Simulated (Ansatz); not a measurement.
# What (KCl)2(PbTe)1 [001] superlattice, started as rocksalt type distorts into, part 2 of 2

Aim: this structure of (KCl)2(PbTe)1 [001] superlattice, started as rocksalt type is to be tested for unstable modes, and one is followed downhill.

Ansatz 0.2.0; DFT PBE, scalar-relativistic, plane waves, PAW.

So far. Step 2 (Modes at Γ): Before it was imposed, the acoustic sum rule was missed by 1.6e-4 eV/Å² and the charge sum rule by 0.015 e. Small misses are needed for a sound result but don't prove that mesh and cutoff are converged. The lowest optical mode is imaginary, 16.2i cm⁻¹, so the energy falls along it.

The structure was built from a prototype and need not be the compound's stable phase.

## 3. The mode frozen in, largest atomic shift 0 Å

The mode followed lies at Γ with frequency 16.2i cm⁻¹ and is 2-fold degenerate, the softest among the wavevectors solved. At small amplitude the distorted cell has space group no. 44 by a symmetry search on the positions. The undistorted cell that holds it gives the zero of energy on the same k mesh.

input.yaml

```yaml
crystal:
  lattice:
    - [3.2290660069, 3.2290660069, 0.0]
    - [-3.2290660069, 3.2290660069, 0.0]
    - [3.2290660069, 0.0, 9.8519650043]
  atoms:
    - { symbol: Cl, position: [0.5021222928, 0.4978777072, 0.9957554143] }
    - { symbol: Cl, position: [0.8312110405, 0.1687889595, 0.337577919] }
    - { symbol: K, position: [0.99382664, 0.00617336, 0.01234672] }
    - { symbol: K, position: [0.3395066933, 0.6604933067, 0.3209866133] }
    - { symbol: Pb, position: [0.6666666667, 0.3333333333, 0.6666666667] }
    - { symbol: Te, position: [0.1666666667, 0.8333333333, 0.6666666667] }
kpoints:
  mp_grid: { grid: [8, 8, 8] }
hamiltonian:
  xc: pbe
scf:
  occupations: { method: gaussian, width: 0.02 }
output:
  forces: true
  stress: true
  eigenvalues: true
```

Started as:

```
$ ansatz run input.yaml --threads 8 --pin off --max-ram 14336MiB --backend cpu --events-out ev --progress --plain --runs-dir out
```

Numbers of over 12 decimals in the logs are rounded to 6 here.

Output:

```text
[...]
Crystal: 6 atoms, lattice volume = 205.450 Å³
Basis set: ecut = 420 eV, 4065 PW (Γ), exchange–correlation on 64×64×144 points (8 copies of the dense FFT grid, shifted against one another)
Bands: 38, of which v1, the nominal top of the filled ones, is band 31 counted from 1 (30 counted from 0)
Symmetry: 16 space group operations
[...]
k-points: 59 of 512
[...]
k-point 0: bands = [... 27 lower, 1.8145, 3.0084, 3.0084, 3.3349, 7.4486, 7.6652, 8.8219, 8.8649, ... 2 higher]
  k-point 1: bands = [... 27 lower, 1.8262, 3.0067, 3.0067, 3.2964, 7.3920, 7.7975, 8.7058, 9.0167, ... 2 higher]
  k-point 2: bands = [... 27 lower, 1.8433, 3.0027, 3.0027, 3.1980, 7.3538, 8.0362, 8.6081, 9.2202, ... 2 higher]
  k-point 58: bands = [... 27 lower, 1.7741, 1.7762, 1.7762, 3.8413, 7.0151, 8.6541, 8.6541, 9.9287, ... 2 higher]
[key lines of the parts left out:]
SCF converged after 7 iterations
Free energy (F): -24129.125041 eV
Fermi energy:    5.454752 eV
P = ⅓ Tr σ = -0.0017 GPa (-0.017 kbar)
```

Run time: 3.8 s. Hardware: 8 threads of Intel Xeon Platinum 8488C (Sapphire Rapids), shared host; peak memory 0.96 GiB.

Numbers from this step:

```
pressure                         : -0.001695 GPa
energy from the undistorted cell : 0 meV/atom
```

At this level the gap is 1.19 eV on the k-mesh of the self-consistent run, which can miss the band edges.

## 4. The mode frozen in, largest atomic shift 0.04 Å

The atoms are moved along the unstable eigenvector, the largest shift by 0.04 Å, with the cell fixed.

input.yaml, the sections that differ from step 3:

```yaml
crystal:
  lattice:
    - [3.2290660069, 3.2290660069, 0.0]
    - [-3.2290660069, 3.2290660069, 0.0]
    - [3.2290660069, 0.0, 9.8519650043]
  atoms:
    - { symbol: Cl, position: [0.5023201143, 0.4978777072, 0.9957554143] }
    - { symbol: Cl, position: [0.8314088619, 0.1687889595, 0.337577919] }
    - { symbol: K, position: [0.9942864721, 0.00617336, 0.01234672] }
    - { symbol: K, position: [0.3399665254, 0.6604933067, 0.3209866133] }
    - { symbol: Pb, position: [0.6718196609, 0.3333333333, 0.6666666667] }
    - { symbol: Te, position: [0.1579073935, 0.8333333333, 0.6666666667] }
# kpoints, hamiltonian, scf, output: as in step 3
```

Output:

```text
[...]
Crystal: 6 atoms, lattice volume = 205.450 Å³
Basis set: ecut = 420 eV, 4065 PW (Γ), exchange–correlation on 64×64×144 points (8 copies of the dense FFT grid, shifted against one another)
Bands: 38, of which v1, the nominal top of the filled ones, is band 31 counted from 1 (30 counted from 0)
Symmetry: 4 space group operations
[...]
k-point 0: bands = [... 27 lower, 1.8153, 3.0026, 3.0142, 3.3327, 7.4486, 7.6682, 8.8217, 8.8260, ... 2 higher]
  k-point 1: bands = [... 27 lower, 1.8268, 3.0009, 3.0126, 3.2942, 7.3929, 7.7995, 8.6902, 8.9910, ... 2 higher]
  k-point 2: bands = [... 27 lower, 1.8439, 2.9968, 3.0085, 3.1959, 7.3553, 8.0376, 8.5932, 9.1850, ... 2 higher]
  k-point 94: bands = [... 27 lower, 1.7578, 1.7769, 1.7956, 3.8384, 7.0143, 8.6552, 8.6558, 9.9290, ... 2 higher]
[key lines of the parts left out:]
SCF converged after 7 iterations
Free energy (F): -24129.125135 eV
Fermi energy:    5.454484 eV
P = ⅓ Tr σ = 0.0172 GPa (0.172 kbar)
```

Run time: 6 s. Hardware: 8 threads; peak memory 1 GiB.

This step gave:

```yaml
pressure: 0.01715 GPa
gap_on_the_k_mesh: 1.190 eV
energy_from_the_undistorted_cell: -0.016 meV/atom
```

The energy, extrapolated to zero smearing, is -0.02 meV/atom against the undistorted cell.

The run ends at a pressure of 0.02 GPa, with forces up to 0.0012 eV/Å.

## 5. Energy along the mode, all amplitudes (two of the runs are shown above)

An imaginary frequency means negative curvature, so the energy should fall and then rise again as anharmonic terms take over.

This step gave:

- depth at the lowest point sampled: 0.016 meV/atom
- largest atomic shift at that point: 0.04 Å

Table of energy from the parent by largest atomic shift:

```
largest atomic shift (Å)  energy from the parent (meV/atom)
                  0.0000                                  0
                  0.0400                             -0.016
                  0.0800                              0.053
                  0.1400                               1.05
                  0.2200                               6.55
```

Displacement at unit largest shift by atom:

```
atom   x (Å)   y (Å)  z (Å)   size
 Cl1   0.016   0.016  0.000  0.023
 Cl2   0.016   0.016  0.000  0.023
  K3   0.037   0.037  0.000  0.052
  K4   0.037   0.037  0.000  0.052
 Pb5   0.416   0.416  0.000  0.588
 Te6  -0.707  -0.707  0.000  1.000
```

## 6. Results

| Quantity | Value |
| --- | --- |
| unstable mode of the parent | q = (0, 0, 0), 16i cm⁻¹ |
| depth at the lowest point sampled | 0.016 meV/atom |
| largest atomic shift at that point | 0.04 Å |

What this shows: Freezing this pattern in gains under 0.02 meV/atom on the steps tried, so a well, if there is one, is too shallow to show. With the field response the log warns that the k mesh is coarse for the force constants too, so the frequencies may not be converged. Spin-orbit coupling is left out, which can matter for the heavy elements here. The starting cell was built on a prototype and not taken from a measurement, so the phase need not exist. These are harmonic frequencies at zero temperature: anharmonic shifts, linewidths and thermal expansion are left out.

[Logs are printed without paths, hosts, clocks, repeated set-up lines and the standing remarks that a program may print on its own settings, such as how far it seeks lower states.]

[Hosts, paths, dates, database ids (printed as entryN), source tags and the programs' standing remarks are cut or masked in the printed files.]
